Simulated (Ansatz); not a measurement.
# The false plateau in GW convergence: Si3N4 (P6_3/m)

Can the band sum of G0W0 be converged at a fixed screening cutoff? A test on Si3N4 (P6_3/m).

Method: G0W0 on PBE, plane waves, PAW; PAW set soft_1, in Ansatz 0.2.0.

**1. Set-up**

Symmetry: P6_3/m, No. 176, hexagonal system. Conventional cell: a = 7.604 Å, b = 7.604 Å, c = 2.906 Å, α = 90.00°, β = 90.00°, γ = 120.00°. Nearest to Si lie 4 N at 1.73 to 1.74 Å. N has 3 Si at 1.74 Å nearest. Nearest to N lie 3 Si at 1.73 Å. Farther neighbours and most contacts between anions are not listed.

Coordinates:

```xyz
14
Lattice="7.6044 0.0000 0.0000 -3.8022 6.5856 0.0000 0.0000 0.0000 2.9063" Properties=species:S:1:pos:R:3 pbc="T T T"
Si    5.1801    1.1496    0.7266
Si    1.5945    5.0609    2.1797
Si    4.0188    3.9113    0.7266
Si   -1.3779    5.4360    2.1797
Si    2.2077    1.5247    0.7266
Si   -0.2166    2.6743    2.1797
N    -1.0237    2.1748    0.7266
N     5.2091    0.2009    2.1797
N     2.4306    4.6116    0.7266
N     4.8259    4.4108    2.1797
N    -1.4069    6.3847    0.7266
N     1.3716    1.9740    2.1797
N     3.8022    2.1952    0.7266
N     0.0000    4.3904    2.1797
```

The cell and positions come from the Crystallography Open Database and are kept as given unless a step says otherwise.

**2. 116 empty bands, screening to 50 eV**

G0W0 replaces the xc potential by the self-energy, built once from these orbitals. Only a window of levels is corrected, while the sums run over the empty bands that the input names. This step takes PAW set soft_1 files.

Input file input.yaml:

```yaml
crystal:
  lattice:
    - [7.6044, 0.0, 0.0]
    - [-3.8022, 6.5856035805, 0.0]
    - [0.0, 0.0, 2.9063]
  atoms:
    - { symbol: Si, position: [0.768477, 0.174557, 0.25] }
    - { symbol: Si, position: [0.59392, 0.768477, 0.75] }
    - { symbol: Si, position: [0.825443, 0.59392, 0.25] }
    - { symbol: Si, position: [0.231523, 0.825443, 0.75] }
    - { symbol: Si, position: [0.40608, 0.231523, 0.25] }
    - { symbol: Si, position: [0.174557, 0.40608, 0.75] }
    - { symbol: "N", position: [0.0305, 0.33024, 0.25] }
    - { symbol: "N", position: [0.70026, 0.0305, 0.75] }
    - { symbol: "N", position: [0.66976, 0.70026, 0.25] }
    - { symbol: "N", position: [0.9695, 0.66976, 0.75] }
    - { symbol: "N", position: [0.29974, 0.9695, 0.25] }
    - { symbol: "N", position: [0.33024, 0.29974, 0.75] }
    - { symbol: "N", position: [0.6666666667, 0.3333333333, 0.25] }
    - { symbol: "N", position: [0.3333333333, 0.6666666667, 0.75] }
kpoints:
  mp_grid: { grid: [3, 3, 4] }
hamiltonian:
  xc: pbe
  pseudopotentials: { kind: paw, azcp: { folder: soft_1 } }
scf:
  occupations: { method: fixed }
gw:
  n_empty_bands: 116
  ecut_chi: 50
  qp_bands: [v4, c4]
  qp_kpoints: band_edges
  screening: { model: contour_deformation }
```

Started as:

```console
$ ansatz run input.yaml --threads 3 --pin off --max-ram 92160MiB --backend cuda --events-out ev --progress --plain --runs-dir out --devices 1 --max-vram 13GiB
```

Numbers of over 12 decimals in the logs are rounded to 6 here.

The program printed:

```text
GPUs: using 1 of 1 available (devices: 1).
Engine: ansatz 0.2.0, x86_64-unknown-linux-gnu
Pseudopotentials: kind: paw
Pseudopotential: Si, paw, valence charge 4, recommended cutoff 420 eV (normal), soft_1/Si.paw.azcp
Pseudopotential: N, paw, valence charge 5, recommended cutoff 420 eV (normal), soft_1/N.paw.azcp
Functional definition: PBE
  parameter kappa = 0.804
  parameter beta = 0.066725
  exchange = pbe_x(kappa = kappa, mu = beta*pi^2/3)
  correlation = pbe_c(beta = beta)
device memory: the entry about to start is reckoned to put 2.4 GiB on a device that reports 30.8 GiB free (of which the cap on the GPU budget leaves the run 13.0 GiB)
GPU FFT provider: cuFFT
GPU libraries: cuBLAS 13.8.2, cuFFT 12.4.0, cuSOLVER 12.3.4
Crystal: 14 atoms, lattice volume = 145.546 Å³
Basis set: ecut = 420 eV, 2823 PW (Γ)
Bands: 46, of which v1, the nominal top of the filled ones, is band 32 counted from 1 (31 counted from 0)
Symmetry: 12 space group operations
Space group: P63/m (ITA 176), of the structure as read, at distance tolerance 5.3e-5 Å
k-points: 9 of 36
Non-local potential: Si, projectors of the file, l = 0: 2, l = 1: 2, l = 2: 1
Non-local potential: N, projectors of the file, l = 0: 2, l = 1: 2, l = 2: 1
PAW form: soft (Blöchl's): semilocal exchange-correlation on the pseudo side does not see the compensation charge
PAW one-centre angular grid: Si, 110 points (default); XC on 64 Gauss nodes
PAW one-centre angular grid: N, 110 points (default); XC on 64 Gauss nodes
Initial density: superposition of atomic densities (chi_scale 0.1, normalization cell, long waves kept (reshape's long-wave potential 0.02 eV rms))
Initial wavefunctions: pseudopotential atomic-orbital guess
GPU buffer pool allocated for 58320 grid points (all kernels)
GPU transforms: local potential and band sums: pruned to the plane-wave sphere, on 54×54×20
Functional: x = pbe(κ = 0.804, μ = 0.219515), c = pbe(β = 0.066725)
SCF iter   1: F=—  HF=-6913.295268 eV  |F-HF|=—  |Δ(HF+E_count)|=         —  Δρ=1.57e-1  dr2=3.74e1  ethr=3.10e-3  ⟨swp⟩=5.0  Hψ=1621  notcnv=0  defer=98
preconditioner: auto → Resta (q_TF=auto, 2.379 Å⁻¹)  ε∞=3.5  [insulator: Δε(μ)=6.053 eV  Ē_g=15.568 eV  n_scr=32 (ndim 8)  ℏωp=24.6 eV  f_vac=0.009  ε∞_Penn≈3.5]
SCF iter   2: F=—  HF=-6901.987923 eV  |F-HF|=—  |Δ(HF+E_count)|=    1.13e1  Δρ=4.97e-2  dr2=2.09e0  ethr=3.10e-3  ⟨swp⟩=3.6  Hψ=1110  notcnv=0  defer=94
SCF iter   3: F=—  HF=-6901.729278 eV  |F-HF|=—  |Δ(HF+E_count)|=   2.59e-1  Δρ=2.50e-2  dr2=5.07e-1  ethr=3.10e-3  ⟨swp⟩=1.0  Hψ=457  notcnv=0  defer=84
SCF iter   4: F=—  HF=-6901.713723 eV  |F-HF|=—  |Δ(HF+E_count)|=   1.56e-2  Δρ=2.19e-3  dr2=8.48e-3  ethr=7.92e-4  ⟨swp⟩=2.1  Hψ=396  notcnv=0  defer=104
SCF iter   5: F=—  HF=-6901.720958 eV  |F-HF|=—  |Δ(HF+E_count)|=   7.23e-3  Δρ=1.55e-3  dr2=3.52e-3  ethr=1.33e-5  ⟨swp⟩=2.9  Hψ=673  notcnv=0  defer=104
SCF iter   6: F=—  HF=-6901.720903 eV  |F-HF|=—  |Δ(HF+E_count)|=   5.45e-5  Δρ=3.91e-4  dr2=2.58e-4  ethr=5.50e-6  ⟨swp⟩=2.1  Hψ=625  notcnv=0  defer=104
SCF iter   7: F=—  HF=-6901.721065 eV  |F-HF|=—  |Δ(HF+E_count)|=   1.61e-4  Δρ=8.09e-5  dr2=1.59e-5  ethr=4.02e-7  ⟨swp⟩=2.0  Hψ=603  notcnv=0  defer=100
SCF iter   8: F=—  HF=-6901.721099 eV  |F-HF|=—  |Δ(HF+E_count)|=   3.46e-5  Δρ=2.05e-5  dr2=7.01e-7  ethr=2.48e-8  ⟨swp⟩=2.0  Hψ=669  notcnv=0  defer=90
SCF iter   9: F=-6901.721101 eV  HF=-6901.721101 eV  |F-HF|=2.17e-8  |Δ(HF+E_count)|=   1.59e-6  Δρ=2.76e-6  dr2=1.00e-8  ethr=1.56e-10  ⟨swp⟩=15.8  Hψ=2430  notcnv=0
SCF 1 converged in 9 iterations: F = -6901.721101 eV  dr2 = 1.00e-8
[...]
device memory: the entry about to start is reckoned to put 3.0 GiB on a device that reports 31.1 GiB free (of which the cap on the GPU budget leaves the run 13.0 GiB)
NSCF: frozen V_eff on 9 k-points
[...]
device memory: the entry about to start is reckoned to put 3.9 GiB on a device that reports 32.0 GiB free (of which the cap on the GPU budget leaves the run 13.0 GiB)
NSCF: frozen V_eff on 9 k-points
G₀W₀ screening: q 1/9
[... further progress lines ...]
device memory: the entry about to start is reckoned to put 0.6 GiB on a device that reports 39.3 GiB free (of which the cap on the GPU budget leaves the run 13.0 GiB)
NSCF: frozen V_eff on 1 k-points
device memory: the entry about to start is reckoned to put 0.6 GiB on a device that reports 38.2 GiB free (of which the cap on the GPU budget leaves the run 13.0 GiB)
NSCF: frozen V_eff on 1 k-points
SCF converged after 9 iterations
Free energy (F): -6901.721101 eV
Harris-Foulkes:  -6901.721101 eV  (|F-HF|=2.17e-8)
Internal energy: -6901.721101 eV  (E = F + TS)
E sigma→0 (E₀):  -6901.721101 eV
Fermi energy:    8.226900 eV
--- Per-component energies (eV) ---
  E_band       = 63.946927
  E_kinetic    = 1336.355470
  E_local      = -2030.166333  (includes V_loc(G=0)·N_el)
  E_nonlocal   = 405.664415
  E_hartree    = 719.157523
  E_xc         = -828.776731
  E_vxc        = -908.733567  (∫ρ·V_xc dr)
  E_paw        = -4099.010523  (= ΣΔE_a)
  E_vpaw       = -177.496320  (= ΣTr[D̂ρ^β])
  E_aug_tail   = 0.007446  (compensation charges beyond the density's cutoff)
  E_ewald      = -2404.952369
  E_smearing   = -0.000000  (= −TS)
  E_closure    = 0.000000  (closes the sum)
  Σ components = -6901.721101   (vs F -6901.721101, Δ=0.00e0)
--- Band table (eV; the first three rows and the last of 9) ---
  k-point 0: bands = [... 28 lower, 7.0100, 7.8383, 7.8965, 8.1033, 12.6213, 13.0378, 13.1921, 13.1921, ... 10 higher]
  k-point 1: bands = [... 28 lower, 6.7188, 6.9718, 6.9718, 8.2269, 13.9994, 13.9994, 14.8659, 15.0404, ... 10 higher]
  k-point 2: bands = [... 28 lower, 6.6665, 6.6665, 6.9516, 6.9516, 13.0170, 13.0170, 13.0170, 13.0170, ... 10 higher]
  k-point 8: bands = [... 28 lower, 6.8897, 6.8897, 7.1799, 7.1799, 13.3302, 13.3302, 14.1461, 14.1461, ... 10 higher]
--- G₀W₀: contour deformation, 5 samples at zero and on the imaginary axis and 1 off it, 36 q-points, 116 empty bands' worth ---
  eigenvalues of the whole cell's RPA ε∞ on this k-mesh (on a slab, of 1 + 4πα/V) = 4.0756, 4.0756, 4.3563; static W/v taken at q = 0 is 0.235576
  gw.qp_kpoints: band_edges: 8 of 9 stored k-points solved, in 1 pass; an edge of the gap read off the rows below is read off those points alone
    valence top: of the k-points left out ik 7 came nearest to being solved in a further pass, in band 32 (counted from 1, as in the quasiparticle table): it holds the edge there only if its correction is more favourable than any solved in that band by at least 0.789 eV; those differ by 0.276 eV
    conduction bottom: of the k-points left out ik 7 came nearest to being solved in a further pass, in band 35 (counted from 1, as in the quasiparticle table): it holds the edge there only if its correction is more favourable than any solved in that band by at least 1.070 eV; those differ by 0.436 eV
    ik  band        ε_KS         Σx   Σc(E_QP)       V_xc       Z   E_QP_lin       E_QP  E_QP is
     0    29      7.0100   -21.5623     3.8119   -17.4010  0.8034     6.6596     6.6606  root
     0    30      7.8383   -21.6516     3.9360   -17.4036  0.8000     7.5254     7.5262  root
     0    31      7.8965   -21.7688     3.8089   -17.6903  0.8019     7.6264     7.6269  root
     0    32      8.1033   -21.8963     3.9494   -17.6882  0.8011     7.8440     7.8445  root
     0    33     12.6213    -7.1588    -4.0749   -12.4840  0.8381    13.8824    13.8716  root
     0    34     13.0378    -8.5278    -3.9066   -13.4080  0.8374    14.0178    14.0114  root
     0    35     13.1921    -8.1400    -4.0815   -13.5837  0.8327    14.5678    14.5543  root
     0    36     13.1921    -8.1400    -4.0815   -13.5837  0.8327    14.5678    14.5543  root
     1    29      6.7188   -21.2080     3.9459   -16.7948  0.7977     6.2496     6.2516  root
     1    30      6.9718   -21.5024     3.8688   -17.2543  0.8015     6.5913     6.5925  root
     1    31      6.9718   -21.5024     3.8688   -17.2543  0.8015     6.5913     6.5925  root
     1    32      8.2269   -21.8897     3.8079   -17.8687  0.8036     8.0134     8.0138  root
     1    33     13.9994    -7.6423    -4.1575   -13.1229  0.8316    15.3357    15.3224  root
     1    34     13.9994    -7.6423    -4.1575   -13.1229  0.8316    15.3357    15.3224  root
[...]
8    32      7.1799   -21.2162     3.8684   -16.9342  0.7998     6.7648     6.7663  root
     8    33     13.3302    -7.9342    -4.0377   -13.2611  0.8343    14.6311    14.6194  root
     8    34     13.3302    -7.9342    -4.0377   -13.2611  0.8343    14.6311    14.6194  root
     8    35     14.1461    -6.9042    -4.0104   -12.1180  0.8352    15.3600    15.3494  root
     8    36     14.1461    -6.9042    -4.0104   -12.1180  0.8352    15.3600    15.3494  root
```

Elapsed: 11 s, on 1 × NVIDIA H100 80GB HBM3 (shared by 6 runs) with 3 threads of AMD EPYC 7R13 (Zen 3), shared host; peak memory 1.1 GiB.

The column dr2 measures how far the density is from self-consistency, as an energy; F and HF (Harris–Foulkes) agree once it is small.

This step gave:

* bands summed: 148
* RPA ε∞ on this mesh (eigenvalues): 4.076, 4.076, 4.356
* plane waves in the screening matrix: 129
* q-points in the mesh: 36
* G0W0 gap on the mesh: 5.858 eV
* k of the valence top: 0, 0, 0.25
* k of the conduction bottom: 0, 0, 0
* starting gap on the mesh: 4.394 eV
* Z at the valence top: 0.8036
* Z at the conduction bottom: 0.8381
* least direct G0W0 gap on the computed points: 6.027 eV

The gap on the mesh goes from 4.39 eV to 5.86 eV, a correction of +1.46 eV. Between the two edge states, bare exchange in place of the xc potential would open the gap by 9.35 eV, and correlation takes back 7.88 eV.

**3. 607 empty bands, screening to 50 eV**

input.yaml, as its differences from that of step 2:

```diff
@@ -28,3 +28,3 @@
 gw:
-  n_empty_bands: 116
+  n_empty_bands: 607
   ecut_chi: 50
```

The program printed:

```text
GPUs: using 1 of 1 available (devices: 1).
[...]
GPU FFT provider: cuFFT
GPU libraries: cuBLAS 13.8.2, cuFFT 12.4.0, cuSOLVER 12.3.4
Crystal: 14 atoms, lattice volume = 145.546 Å³
Basis set: ecut = 420 eV, 2823 PW (Γ)
Bands: 46, of which v1, the nominal top of the filled ones, is band 32 counted from 1 (31 counted from 0)
Symmetry: 12 space group operations
[...]
k-points: 9 of 36
[...]
0    36     13.1921    -8.1400    -4.4462   -13.5837  0.8305    14.1966    14.1896  root
[...]
8    33     13.3302    -7.9342    -4.4100   -13.2611  0.8321    14.2528    14.2471  root
     8    34     13.3302    -7.9342    -4.4100   -13.2611  0.8321    14.2528    14.2471  root
     8    35     14.1461    -6.9042    -4.3939   -12.1180  0.8328    14.9707    14.9659  root
     8    36     14.1461    -6.9042    -4.3939   -12.1180  0.8328    14.9707    14.9659  root
[key lines of the parts left out:]
SCF converged after 9 iterations
Free energy (F): -6901.721101 eV
Fermi energy:    8.226900 eV
```

Elapsed: 39 s, on 1 × NVIDIA H100 80GB HBM3 (shared by 6 runs) with 3 threads; peak memory 1.5 GiB; 62 s of CPU time.

This step gave:

```yaml
bands_summed: 639
rpa_eps_infinity_on_this_mesh_eigenvalues: 4.081, 4.081, 4.363
plane_waves_in_the_screening_matrix: 129
g0w0_gap_on_the_mesh: 5.794 eV
k_of_the_valence_top: 0, 0, 0.25
k_of_the_conduction_bottom: 0, 0, 0
starting_gap_on_the_mesh: 4.394 eV
least_direct_g0w0_gap_on_the_computed_points: 5.959 eV
```

Against the run with 3×3×4 mesh, 116 empty bands, screening to 50 eV, PAW set soft_1 files, the gap moves by −0.06 eV.

**4. 330 empty bands, screening to 100 eV**

Another rung: the empty bands reach about as high as the screening cutoff, so the two stay in balance.

input.yaml, as its differences from that of step 3:

```diff
@@ -28,4 +28,4 @@
 gw:
-  n_empty_bands: 607
-  ecut_chi: 50
+  n_empty_bands: 330
+  ecut_chi: 100
   qp_bands: [v4, c4]
```

The program printed:

```text
GPUs: using 1 of 1 available (devices: 1).
[...]
GPU FFT provider: cuFFT
GPU libraries: cuBLAS 13.8.2, cuFFT 12.4.0, cuSOLVER 12.3.4
Crystal: 14 atoms, lattice volume = 145.546 Å³
Basis set: ecut = 420 eV, 2823 PW (Γ)
Bands: 46, of which v1, the nominal top of the filled ones, is band 32 counted from 1 (31 counted from 0)
Symmetry: 12 space group operations
[...]
k-points: 9 of 36
[...]
0    36     13.1921    -8.1400    -4.4319   -13.5837  0.8272    14.2111    14.2039  root
[...]
8    33     13.3302    -7.9342    -4.3906   -13.2611  0.8291    14.2725    14.2666  root
     8    34     13.3302    -7.9342    -4.3906   -13.2611  0.8291    14.2725    14.2666  root
     8    35     14.1461    -6.9042    -4.3728   -12.1180  0.8305    14.9920    14.9870  root
     8    36     14.1461    -6.9042    -4.3728   -12.1180  0.8305    14.9920    14.9870  root
[key lines of the parts left out:]
SCF converged after 9 iterations
Free energy (F): -6901.721101 eV
Fermi energy:    8.226900 eV
```

Run time: 17 s. Hardware: 1 × NVIDIA H100 80GB HBM3 (shared by 6 runs) with 3 threads; peak memory 1.3 GiB; 23 s of CPU time.

The G0W0 gap on the mesh is 5.982 eV.

**5. 1717 empty bands, screening to 100 eV**

input.yaml, as its differences from that of step 4:

```diff
@@ -28,3 +28,3 @@
 gw:
-  n_empty_bands: 330
+  n_empty_bands: 1717
   ecut_chi: 100
```

The program printed:

```text
GPUs: using 1 of 1 available (devices: 1).
[...]
GPU FFT provider: cuFFT
GPU libraries: cuBLAS 13.8.2, cuFFT 12.4.0, cuSOLVER 12.3.4
Crystal: 14 atoms, lattice volume = 145.546 Å³
Basis set: ecut = 420 eV, 2823 PW (Γ)
Bands: 46, of which v1, the nominal top of the filled ones, is band 32 counted from 1 (31 counted from 0)
Symmetry: 12 space group operations
[...]
k-points: 9 of 36
[...]
0    36     13.1921    -8.1400    -4.5854   -13.5837  0.8267    14.0555    14.0504  root
[...]
8    33     13.3302    -7.9342    -4.5457   -13.2611  0.8286    14.1155    14.1114  root
     8    34     13.3302    -7.9342    -4.5457   -13.2611  0.8286    14.1155    14.1114  root
     8    35     14.1461    -6.9042    -4.5231   -12.1180  0.8300    14.8401    14.8367  root
     8    36     14.1461    -6.9042    -4.5231   -12.1180  0.8300    14.8401    14.8367  root
[key lines of the parts left out:]
SCF converged after 9 iterations
Free energy (F): -6901.721101 eV
Fermi energy:    8.226900 eV
```

Elapsed: 3 min, on 1 × NVIDIA H100 80GB HBM3 (shared by 6 runs) with 3 threads; peak memory 3.3 GiB.

The G0W0 gap on the mesh is 6.020 eV.

**6. 116 empty bands, screening to 150 eV**

input.yaml, as its differences from that of step 5:

```diff
@@ -28,4 +28,4 @@
 gw:
-  n_empty_bands: 1717
-  ecut_chi: 100
+  n_empty_bands: 116
+  ecut_chi: 150
   qp_bands: [v4, c4]
```

The program printed:

```text
GPUs: using 1 of 1 available (devices: 1).
[...]
GPU FFT provider: cuFFT
GPU libraries: cuBLAS 13.8.2, cuFFT 12.4.0, cuSOLVER 12.3.4
Crystal: 14 atoms, lattice volume = 145.546 Å³
Basis set: ecut = 420 eV, 2823 PW (Γ)
Bands: 46, of which v1, the nominal top of the filled ones, is band 32 counted from 1 (31 counted from 0)
Symmetry: 12 space group operations
[...]
k-points: 9 of 36
[...]
0    36     13.1921    -8.1400    -4.0334   -13.5837  0.8293    14.6167    14.6024  root
[...]
8    33     13.3302    -7.9342    -3.9934   -13.2611  0.8312    14.6761    14.6637  root
     8    34     13.3302    -7.9342    -3.9934   -13.2611  0.8312    14.6761    14.6637  root
     8    35     14.1461    -6.9042    -3.9820   -12.1180  0.8329    15.3889    15.3778  root
     8    36     14.1461    -6.9042    -3.9820   -12.1180  0.8329    15.3889    15.3778  root
[key lines of the parts left out:]
SCF converged after 9 iterations
Free energy (F): -6901.721101 eV
Fermi energy:    8.226900 eV
```

Elapsed: 10 s, on 1 × NVIDIA H100 80GB HBM3 (shared by 6 runs) with 3 threads; peak memory 1.4 GiB; 14 s of CPU time.

The G0W0 gap on the mesh is 5.953 eV.

**7. 607 empty bands, screening to 150 eV**

input.yaml, as its differences from that of step 6:

```diff
@@ -28,3 +28,3 @@
 gw:
-  n_empty_bands: 116
+  n_empty_bands: 607
   ecut_chi: 150
```

The program printed:

```text
GPUs: using 1 of 1 available (devices: 1).
[...]
GPU FFT provider: cuFFT
GPU libraries: cuBLAS 13.8.2, cuFFT 12.4.0, cuSOLVER 12.3.4
Crystal: 14 atoms, lattice volume = 145.546 Å³
Basis set: ecut = 420 eV, 2823 PW (Γ)
Bands: 46, of which v1, the nominal top of the filled ones, is band 32 counted from 1 (31 counted from 0)
Symmetry: 12 space group operations
[...]
k-points: 9 of 36
[...]
0    36     13.1921    -8.1400    -4.5619   -13.5837  0.8261    14.0793    14.0739  root
[...]
8    33     13.3302    -7.9342    -4.5215   -13.2611  0.8280    14.1400    14.1356  root
     8    34     13.3302    -7.9342    -4.5215   -13.2611  0.8280    14.1400    14.1356  root
     8    35     14.1461    -6.9042    -4.5004   -12.1180  0.8296    14.8630    14.8594  root
     8    36     14.1461    -6.9042    -4.5004   -12.1180  0.8296    14.8630    14.8594  root
[key lines of the parts left out:]
SCF converged after 9 iterations
Free energy (F): -6901.721101 eV
Fermi energy:    8.226900 eV
```

It took 31 s on 1 × NVIDIA H100 80GB HBM3 (shared by 6 runs) with 3 threads; peak memory 1.8 GiB; 45 s of CPU time.

The G0W0 gap on the mesh is 6.129 eV.

(Part 1 of 2 ends here.)

[Paths, hosts, dates, memory and timing lines, banners, echoed tables and standing remarks are left out of the program output.]

[Logs are printed without paths, hosts, clocks, repeated set-up lines and the standing remarks that a program may print on its own settings, such as how far it seeks lower states.]

[Runs of the session that timed out or met a known fault of the program may be left out.]

[Cells called generated may have been cut or substituted from an entry of the Crystallography Open Database or the Materials Project.]

[Hosts, paths, dates, database ids (printed as entryN), source tags and the programs' standing remarks are cut or masked in the printed files.]
